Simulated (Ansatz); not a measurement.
## LiMgBN2 (I-4m2): the G0W0 gap against the k mesh

How dense a mesh does GW need for LiMgBN2 (I-4m2), and how does the time grow?

Program: Ansatz 0.2.0. Level of theory: G0W0 on PBE, plane waves, PAW; PAW set soft_1. Results are calculated unless marked as measured.

## (1) The structure

Symmetry: I-4m2, No. 119, tetragonal system. The conventional cell has a = 3.819 Å, b = 3.819 Å, c = 8.887 Å, α = 90.00°, β = 90.00°, γ = 90.00°. Li has 4 N at 2.10 Å nearest. Mg has 4 N at 2.10 Å nearest. Nearest to B lie 2 N at 1.34 Å. Nearest to N lie 1 B at 1.34 Å and 2 Li at 2.10 Å and 2 Mg at 2.10 Å. Farther neighbours and most contacts between anions are not listed.

The cell and positions are those that the Materials Project relaxed with its own functionals (PBE, PBE+U or r2SCAN), kept fixed.

## (2) The 4×4×4 mesh

Now the one-shot GW correction: screening in the RPA, then the self-energy of the levels asked for. This step takes PAW set soft_1 files.

Input file input.yaml:

```yaml
crystal:
  lattice:
    - [-1.909656, 1.909656, 4.443522]
    - [1.909656, -1.909656, 4.443522]
    - [1.909656, 1.909656, -4.443522]
  atoms:
    - { symbol: Li, position: [0.25, 0.75, 0.5] }
    - { symbol: Mg, position: [0.75, 0.25, 0.5] }
    - { symbol: B, position: [0.5, 0.5, 0.0] }
    - { symbol: "N", position: [0.6512635, 0.6512635, 0.0] }
    - { symbol: "N", position: [0.3487365, 0.3487365, 0.0] }
kpoints:
  mp_grid: { grid: [4, 4, 4] }
hamiltonian:
  xc: pbe
  pseudopotentials: { kind: paw, azcp: { folder: soft_1 } }
scf:
  occupations: { method: fixed }
gw:
  n_empty_bands: 147
  ecut_chi: 100
  qp_bands: [v2, c2]
  qp_kpoints: band_edges
  screening: { model: contour_deformation }
```

Launch:

```console
$ ansatz run input.yaml --threads 2 --pin off --max-ram 92160MiB --backend cuda --events-out ev --progress --plain --runs-dir out --devices 1 --max-vram 13GiB
```

Numbers of over 12 decimals in the logs are rounded to 6 here.

The log of the run:

```text
GPUs: using 1 of 1 available (devices: 1).
Engine: ansatz 0.2.0, x86_64-unknown-linux-gnu
Pseudopotentials: kind: paw
Pseudopotential: Li, paw, valence charge 3, recommended cutoff 420 eV (normal), soft_1/Li.paw.azcp
Pseudopotential: Mg, paw, valence charge 10, recommended cutoff 420 eV (normal), soft_1/Mg.paw.azcp
Pseudopotential: B, paw, valence charge 3, recommended cutoff 420 eV (normal), soft_1/B.paw.azcp
Pseudopotential: N, paw, valence charge 5, recommended cutoff 420 eV (normal), soft_1/N.paw.azcp
Functional definition: PBE
  parameter kappa = 0.804
  parameter beta = 0.066725
  exchange = pbe_x(kappa = kappa, mu = beta*pi^2/3)
  correlation = pbe_c(beta = beta)
device memory: the entry about to start is reckoned to put 0.6 GiB on a device that reports 44.9 GiB free (of which the cap on the GPU budget leaves the run 13.0 GiB)
GPU FFT provider: cuFFT
GPU libraries: cuBLAS 13.8.2, cuFFT 12.4.0, cuSOLVER 12.3.4
Crystal: 5 atoms, lattice volume = 64.818 Å³
Basis set: ecut = 420 eV, 1283 PW (Γ)
Bands: 18, of which v1, the nominal top of the filled ones, is band 13 counted from 1 (12 counted from 0)
Symmetry: 8 space group operations
Space group: I-4m2 (ITA 119), of the structure as read, at distance tolerance 4.0e-5 Å
k-points: 13 of 64 (time reversal used)
Non-local potential: Li, projectors of the file, l = 0: 3, l = 1: 2, l = 2: 1
Non-local potential: Mg, projectors of the file, l = 0: 3, l = 1: 2, l = 2: 1
Non-local potential: B, projectors of the file, l = 0: 2, l = 1: 2, l = 2: 1
Non-local potential: N, projectors of the file, l = 0: 2, l = 1: 2, l = 2: 1
PAW form: soft (Blöchl's): semilocal exchange-correlation on the pseudo side does not see the compensation charge
PAW one-centre angular grid: Li, 110 points (default); XC on 96 Gauss nodes
PAW one-centre angular grid: Mg, 110 points (default); XC on 64 Gauss nodes
PAW one-centre angular grid: B, 110 points (default); XC on 64 Gauss nodes
PAW one-centre angular grid: N, 110 points (default); XC on 64 Gauss nodes
Initial density: superposition of atomic densities (chi_scale 0.1, normalization cell, long waves kept (reshape's long-wave potential 0.02 eV rms))
Initial wavefunctions: pseudopotential atomic-orbital guess
GPU buffer pool allocated for 46656 grid points (all kernels)
GPU transforms: local potential and band sums: pruned to the plane-wave sphere, on 36×36×36
Functional: x = pbe(κ = 0.804, μ = 0.219515), c = pbe(β = 0.066725)
SCF iter   1: F=—  HF=-3059.828739 eV  |F-HF|=—  |Δ(HF+E_count)|=         —  Δρ=1.03e-1  dr2=9.26e0  ethr=3.10e-3  ⟨swp⟩=4.9  Hψ=1114  notcnv=0  defer=33
preconditioner: auto → none  [insulator: Δε(μ)=4.483 eV  Ē_g=13.482 eV  n_scr=14 (ndim 8)  ℏωp=18.4 eV  f_vac=0.001  ε∞_Penn≈2.9]
SCF iter   2: F=—  HF=-3057.702986 eV  |F-HF|=—  |Δ(HF+E_count)|=    2.13e0  Δρ=7.17e-2  dr2=2.56e0  ethr=3.10e-3  ⟨swp⟩=3.0  Hψ=610  notcnv=0  defer=33
SCF iter   3: F=—  HF=-3057.079879 eV  |F-HF|=—  |Δ(HF+E_count)|=   6.23e-1  Δρ=1.94e-2  dr2=2.24e-1  ethr=3.10e-3  ⟨swp⟩=2.0  Hψ=483  notcnv=0  defer=22
SCF iter   4: F=—  HF=-3057.061656 eV  |F-HF|=—  |Δ(HF+E_count)|=   1.82e-2  Δρ=4.12e-3  dr2=1.31e-2  ethr=8.63e-4  ⟨swp⟩=2.7  Hψ=357  notcnv=0  defer=38
SCF iter   5: F=—  HF=-3057.062337 eV  |F-HF|=—  |Δ(HF+E_count)|=   6.81e-4  Δρ=1.08e-3  dr2=4.64e-4  ethr=5.05e-5  ⟨swp⟩=2.0  Hψ=341  notcnv=0  defer=39
SCF iter   6: F=—  HF=-3057.062853 eV  |F-HF|=—  |Δ(HF+E_count)|=   5.15e-4  Δρ=2.23e-4  dr2=2.25e-5  ethr=1.78e-6  ⟨swp⟩=2.0  Hψ=339  notcnv=0  defer=39
SCF iter   7: F=—  HF=-3057.062891 eV  |F-HF|=—  |Δ(HF+E_count)|=   3.81e-5  Δρ=2.59e-5  dr2=2.36e-7  ethr=8.66e-8  ⟨swp⟩=2.0  Hψ=340  notcnv=0  defer=24
SCF iter   8: F=-3057.062891 eV  HF=-3057.062891 eV  |F-HF|=3.90e-9  |Δ(HF+E_count)|=   5.68e-7  Δρ=2.67e-6  dr2=3.47e-9  ethr=3.85e-10  ⟨swp⟩=9.3  Hψ=969  notcnv=0
SCF 1 converged in 8 iterations: F = -3057.062891 eV  dr2 = 3.47e-9
[...]
NSCF: frozen V_eff on 1 k-points
device memory: the entry about to start is reckoned to put 0.4 GiB on a device that reports 43.5 GiB free (of which the cap on the GPU budget leaves the run 13.0 GiB)
NSCF: frozen V_eff on 1 k-points
SCF converged after 8 iterations
Free energy (F): -3057.062891 eV
Harris-Foulkes:  -3057.062891 eV  (|F-HF|=3.90e-9)
Internal energy: -3057.062891 eV  (E = F + TS)
E sigma→0 (E₀):  -3057.062891 eV
Fermi energy:    3.106347 eV
--- Per-component energies (eV) ---
  E_band       = -480.579851
  E_kinetic    = 394.447160
  E_local      = -2696.334790  (includes V_loc(G=0)·N_el)
  E_nonlocal   = 254.509442
  E_hartree    = 952.789278
  E_xc         = -187.445334
  E_vxc        = -235.021234  (∫ρ·V_xc dr)
  E_paw        = -659.439857  (= ΣΔE_a)
  E_vpaw       = -103.759669  (= ΣTr[D̂ρ^β])
  E_aug_tail   = 0.001976  (compensation charges beyond the density's cutoff)
  E_ewald      = -1115.590766
  E_smearing   = -0.000000  (= −TS)
  E_closure    = 0.000000  (closes the sum)
  Σ components = -3057.062891   (vs F -3057.062891, Δ=0.00e0)
--- Band table (eV; the first three rows and the last of 13) ---
  k-point 0: bands = [... 9 lower, 0.9916, 0.9916, 1.7562, 1.7562, 5.7095, 9.1880, 10.9449, 10.9449, ... 1 higher]
  k-point 1: bands = [... 9 lower, 0.0738, 0.5576, 1.4570, 2.3855, 7.5948, 9.8052, 9.9578, 10.9127, ... 1 higher]
  k-point 2: bands = [... 9 lower, -0.1695, 0.1532, 1.1923, 2.6661, 8.2108, 8.7538, 9.8111, 10.8812, ... 1 higher]
  k-point 12: bands = [... 9 lower, 0.2031, 0.2031, 3.1063, 3.1063, 6.6507, 9.4442, 9.6612, 9.6612, ... 1 higher]
--- G₀W₀: contour deformation, 6 samples at zero and on the imaginary axis and 2 off it, 64 q-points, 147 empty bands' worth ---
  eigenvalues of the whole cell's RPA ε∞ on this k-mesh (on a slab, of 1 + 4πα/V) = 2.6493, 2.6493, 3.5319; static W/v taken at q = 0 is 0.347775
  bands read: the sum over 160 bands ends inside a degenerate multiplet in 1 slot, whose members it reads at an even weight; the widest, k=8: bands 160 to 161 (counted from 1) at 1/2 each
  gw.qp_kpoints: band_edges: 9 of 13 stored k-points solved, in 2 passes; an edge of the gap read off the rows below is read off those points alone
    valence top: of the k-points left out ik 10 came nearest to being solved in a further pass, in band 13 (counted from 1, as in the quasiparticle table): it holds the edge there only if its correction is more favourable than any solved in that band by at least 0.623 eV; those differ by 0.223 eV
    conduction bottom: of the k-points left out ik 3 came nearest to being solved in a further pass, in band 14 (counted from 1, as in the quasiparticle table): it holds the edge there only if its correction is more favourable than any solved in that band by at least 1.109 eV; those differ by 0.613 eV
    ik  band        ε_KS         Σx   Σc(E_QP)       V_xc       Z   E_QP_lin       E_QP  E_QP is
     0    12      1.7562   -19.8009     3.0742   -15.5063  0.7682     0.5129     0.5358  root
     0    13      1.7562   -19.8009     3.0742   -15.5063  0.7682     0.5129     0.5358  root
     0    14      5.7095    -5.3289    -3.1888    -9.0572  0.8376     6.2514     6.2490  root
     0    15      9.1880    -3.7919    -3.6857    -8.1445  0.8320     9.8599     9.8549  root
     2    12      1.1923   -19.4369     3.2173   -14.8748  0.7641    -0.1849    -0.1525  root
     2    13      2.6661   -20.1182     2.7985   -16.2032  0.7771     1.5338     1.5496  root
     2    14      8.2108    -3.3169    -3.3749    -7.0662  0.8388     8.5866     8.5852  root
     2    15      8.7538    -6.5434    -3.8911   -11.6789  0.8109    10.0152     9.9981  root
     4    12      1.7593   -19.8403     3.0601   -15.5436  0.7699     0.4995     0.5228  root
     4    13      2.4962   -20.1324     2.8477   -16.1623  0.7757     1.3574     1.3738  root
     4    14      8.4741    -5.4817    -3.4554    -9.7619  0.8197     9.3062     9.2989  root
     4    15      9.1332    -6.6500    -3.8111   -11.5971  0.8081    10.2851    10.2692  root
     5    12      1.9901   -19.9838     2.9856   -15.7986  0.7725     0.7701     0.7906  root
     5    13      2.4814   -20.3078     2.8873   -16.3188  0.7736     1.3639     1.3798  root
[...]
11    15      9.1139    -6.3408    -4.0259   -11.6450  0.8094    10.4112    10.3922  root
    12    12      3.1063   -20.7227     2.7310   -16.9939  0.7771     2.0969     2.1086  root
    12    13      3.1063   -20.7227     2.7310   -16.9939  0.7771     2.0969     2.1086  root
    12    14      6.6507    -5.0603    -3.1654    -8.7622  0.8354     7.1898     7.1871  root
    12    15      9.4442    -6.3397    -3.8182   -11.0503  0.8163    10.3459    10.3367  root
```

The job ended after 13 s (1 × NVIDIA H100 80GB HBM3 (shared by 6 runs) with 2 threads of AMD EPYC 7R13 (Zen 3), shared host; peak memory 1.1 GiB; 13 s of CPU time).

In the SCF lines HF is the Harris–Foulkes energy and dr2 the Hartree energy of the density residual, in eV; the loop may stop once dr2 is under the threshold and the program's other checks hold. Hψ counts applications of the Hamiltonian.

Numbers from this step:

| Item | Value |
| --- | --- |
| bands summed | 160 |
| RPA ε∞ on this mesh (eigenvalues) | 2.649, 2.649, 3.532 |
| plane waves in the screening matrix | 147 |
| q-points in the mesh | 64 |
| G0W0 gap on the mesh | 4.140 eV |
| k of the valence top | -0.5, -0.5, -0.5 |
| k of the conduction bottom | 0, 0, 0 |
| starting gap on the mesh | 2.603 eV |
| Z at the valence top | 0.7771 |
| Z at the conduction bottom | 0.8376 |
| least direct G0W0 gap on the computed points | 5.079 eV |

The gap on the mesh goes from 2.60 eV to 4.14 eV, a correction of +1.54 eV. Between the two edge states, bare exchange in place of the xc potential would open the gap by 7.46 eV, and correlation takes back 5.92 eV.

## (3) The 6×6×6 mesh

A second mesh at equal bands and cutoff isolates the sampling error.

Edit input.yaml of step 2 so:

```diff
@@ -12,3 +12,3 @@
 kpoints:
-  mp_grid: { grid: [4, 4, 4] }
+  mp_grid: { grid: [6, 6, 6] }
 hamiltonian:
```

The log of the run:

```text
GPUs: using 1 of 1 available (devices: 1).
[...]
GPU FFT provider: cuFFT
GPU libraries: cuBLAS 13.8.2, cuFFT 12.4.0, cuSOLVER 12.3.4
Crystal: 5 atoms, lattice volume = 64.818 Å³
Basis set: ecut = 420 eV, 1283 PW (Γ)
Bands: 18, of which v1, the nominal top of the filled ones, is band 13 counted from 1 (12 counted from 0)
[... 1 set-up line as in the run before ...]
[...]
k-points: 30 of 216 (time reversal used)
[...]
GPU buffer pool allocated for 46656 grid points (all kernels)
[...]
SCF iter   1: F=—  HF=-3059.828881 eV  |F-HF|=—  |Δ(HF+E_count)|=         —  Δρ=1.03e-1  dr2=9.26e0  ethr=3.10e-3  ⟨swp⟩=5.0  Hψ=2573  notcnv=0  defer=78
[...]
SCF iter   8: F=-3057.063799 eV  HF=-3057.063798 eV  |F-HF|=3.36e-9  |Δ(HF+E_count)|=   5.73e-7  Δρ=2.57e-6  dr2=3.51e-9  ethr=3.85e-10  ⟨swp⟩=9.6  Hψ=2369  notcnv=0
SCF 1 converged in 8 iterations: F = -3057.063799 eV  dr2 = 3.51e-9
[...]
0    12      1.7554   -19.7874     3.0622   -15.5065  0.7684     0.5139     0.5367  root
     0    13      1.7554   -19.7874     3.0622   -15.5065  0.7684     0.5139     0.5367  root
     0    14      5.7089    -5.3691    -3.1539    -9.0578  0.8388     6.2462     6.2438  root
     0    15      9.1876    -3.8039    -3.6717    -8.1449  0.8326     9.8619     9.8570  root
     3    12      1.1916   -19.4307     3.2114   -14.8750  0.7641    -0.1851    -0.1527  root
     3    13      2.6652   -20.1006     2.7830   -16.2033  0.7775     1.5354     1.5510  root
     3    14      8.2104    -3.3284    -3.3601    -7.0668  0.8396     8.5900     8.5886  root
     3    15      8.7533    -6.5553    -3.8770   -11.6790  0.8115    10.0169    10.0000  root
[...]
29    12      3.1055   -20.6970     2.7089   -16.9939  0.7776     2.0998     2.1112  root
    29    13      3.1055   -20.6970     2.7089   -16.9939  0.7776     2.0998     2.1112  root
    29    14      6.6501    -5.0798    -3.1458    -8.7629  0.8362     7.1899     7.1873  root
    29    15      9.4436    -6.3606    -3.7985   -11.0508  0.8174    10.3450    10.3353  root
[key lines of the parts left out:]
SCF converged after 8 iterations
Free energy (F): -3057.063799 eV
Fermi energy:    3.105453 eV
```

Wall time 28 s (1 × NVIDIA H100 80GB HBM3 (shared by 6 runs) with 2 threads); peak memory 1.3 GiB.

Numbers from this step:

| Quantity | Value |
| --- | --- |
| bands summed | 160 |
| RPA ε∞ on this mesh (eigenvalues) | 2.630, 2.630, 3.533 |
| plane waves in the screening matrix | 147 |
| q-points in the mesh | 216 |
| G0W0 gap on the mesh | 4.133 eV |
| k of the valence top | -0.5, -0.5, -0.5 |
| k of the conduction bottom | 0, 0, 0 |
| starting gap on the mesh | 2.603 eV |
| Z at the valence top | 0.7776 |
| Z at the conduction bottom | 0.8388 |
| least direct G0W0 gap on the computed points | 5.076 eV |

Against the run with 4×4×4 mesh, 147 empty bands, screening to 100 eV, PAW set soft_1 files, the gap moves by −0.008 eV.

## (4) The 8×8×8 mesh

Edit input.yaml of step 3 so:

```diff
@@ -12,3 +12,3 @@
 kpoints:
-  mp_grid: { grid: [6, 6, 6] }
+  mp_grid: { grid: [8, 8, 8] }
 hamiltonian:
```

The log of the run:

```text
GPUs: using 1 of 1 available (devices: 1).
[...]
GPU FFT provider: cuFFT
GPU libraries: cuBLAS 13.8.2, cuFFT 12.4.0, cuSOLVER 12.3.4
Crystal: 5 atoms, lattice volume = 64.818 Å³
Basis set: ecut = 420 eV, 1283 PW (Γ)
Bands: 18, of which v1, the nominal top of the filled ones, is band 13 counted from 1 (12 counted from 0)
[... 1 set-up line as in the run before ...]
[...]
k-points: 59 of 512 (time reversal used)
[...]
1    15      9.6252    -3.9664    -3.7612    -8.4403  0.8270    10.3439    10.3379  root
[...]
58    12      3.1054   -20.6914     2.7047   -16.9939  0.7777     2.1013     2.1127  root
    58    13      3.1054   -20.6914     2.7047   -16.9939  0.7777     2.1013     2.1127  root
    58    14      6.6501    -5.0838    -3.1420    -8.7629  0.8364     7.1898     7.1872  root
    58    15      9.4436    -6.3651    -3.7942   -11.0508  0.8174    10.3444    10.3351  root
[key lines of the parts left out:]
SCF converged after 8 iterations
Free energy (F): -3057.063860 eV
Fermi energy:    3.105430 eV
```

Run time: 89 s. Hardware: 1 × NVIDIA H100 80GB HBM3 (shared by 6 runs) with 2 threads; peak memory 1.6 GiB.

Numbers from this step:

```
bands summed                                 : 160
RPA ε∞ on this mesh (eigenvalues)            : 2.629, 2.629, 3.533
plane waves in the screening matrix          : 147
G0W0 gap on the mesh                         : 4.130 eV
k of the valence top                         : -0.5, -0.5, -0.5
k of the conduction bottom                   : 0, 0, 0
starting gap on the mesh                     : 2.603 eV
least direct G0W0 gap on the computed points : 5.075 eV
```

Against the run with 6×6×6 mesh, 147 empty bands, screening to 100 eV, PAW set soft_1 files, the gap moves by −0.003 eV.

## (5) The 10×10×10 mesh

Edit input.yaml of step 4 so:

```diff
@@ -12,3 +12,3 @@
 kpoints:
-  mp_grid: { grid: [8, 8, 8] }
+  mp_grid: { grid: [10, 10, 10] }
 hamiltonian:
```

The log of the run:

```text
GPUs: using 1 of 1 available (devices: 1).
[...]
GPU FFT provider: cuFFT
GPU libraries: cuBLAS 13.8.2, cuFFT 12.4.0, cuSOLVER 12.3.4
Crystal: 5 atoms, lattice volume = 64.818 Å³
Basis set: ecut = 420 eV, 1283 PW (Γ)
Bands: 18, of which v1, the nominal top of the filled ones, is band 13 counted from 1 (12 counted from 0)
[... 1 set-up line as in the run before ...]
[...]
k-points: 102 of 1000 (time reversal used)
[...]
1    15      9.4729    -3.8793    -3.7253    -8.2970  0.8294    10.1708    10.1653  root
[...]
101    12      3.1054   -20.6894     2.7030   -16.9939  0.7777     2.1016     2.1129  root
   101    13      3.1054   -20.6894     2.7030   -16.9939  0.7777     2.1016     2.1129  root
   101    14      6.6501    -5.0851    -3.1407    -8.7629  0.8364     7.1897     7.1872  root
   101    15      9.4436    -6.3667    -3.7927   -11.0508  0.8175    10.3444    10.3351  root
[key lines of the parts left out:]
SCF converged after 8 iterations
Free energy (F): -3057.063838 eV
Fermi energy:    3.105426 eV
```

It took 5.6 min on 1 × NVIDIA H100 80GB HBM3 (shared by 6 runs) with 2 threads; peak memory 2.1 GiB; 9.6 min of CPU time.

This step gave:

```
bands summed                                 : 160
RPA ε∞ on this mesh (eigenvalues)            : 2.629, 2.629, 3.533
plane waves in the screening matrix          : 147
G0W0 gap on the mesh                         : 4.129 eV
k of the valence top                         : -0.5, -0.5, -0.5
k of the conduction bottom                   : 0, 0, 0
starting gap on the mesh                     : 2.603 eV
least direct G0W0 gap on the computed points : 5.074 eV
```

Against the run with 8×8×8 mesh, 147 empty bands, screening to 100 eV, PAW set soft_1 files, the gap moves by −0.001 eV.

## (6) The meshes together

Times are wall times on 1 × NVIDIA H100 80GB HBM3 (shared by 6 runs) with 2 threads of AMD EPYC 7R13 (Zen 3), shared host, good to a factor of about two.

| mesh | points | irreducible | start (eV) | G0W0 (eV) | shift (eV) | RPA ε∞ (mean) | time |
| --- | --- | --- | --- | --- | --- | --- | --- |
| 4×4×4 | 64 | 13 | 2.603 | 4.140 | +1.537 | 2.94 | 13 s |
| 6×6×6 | 216 | 30 | 2.603 | 4.133 | +1.529 | 2.93 | 28 s |
| 8×8×8 | 512 | 59 | 2.603 | 4.130 | +1.526 | 2.93 | 89 s |
| 10×10×10 | 1000 | 102 | 2.603 | 4.129 | +1.525 | 2.93 | 5.6 min |

## (7) What came out

- 4×4×4: 4.140 eV (shift +1.537)
- 6×6×6: 4.133 eV (shift +1.529)
- 8×8×8: 4.130 eV (shift +1.526)
- 10×10×10: 4.129 eV (shift +1.525)
- settings: PBE start, 147 empty bands, 100 eV

**Reading.** The shift is +1.54 eV on 4×4×4 and +1.53 eV on 10×10×10; the last step moves it by −0.001 eV. The RPA ε∞ (mean) ranges from 2.93 to 2.94 and ends at 2.93. From 64 to 1000 points the time grows 25-fold. Bands and cutoff are modest here, so the values stand off the basis limit.

[Paths, hosts, dates, memory and timing lines, banners, echoed tables and standing remarks are left out of the program output.]

[Logs are printed without paths, hosts, clocks, repeated set-up lines and the standing remarks that a program may print on its own settings, such as how far it seeks lower states.]

[Runs of the session that timed out or met a known fault of the program may be left out.]

[Cells called generated may have been cut or substituted from an entry of the Crystallography Open Database or the Materials Project.]

[Hosts, paths, dates, database ids (printed as entryN), source tags and the programs' standing remarks are cut or masked in the printed files.]
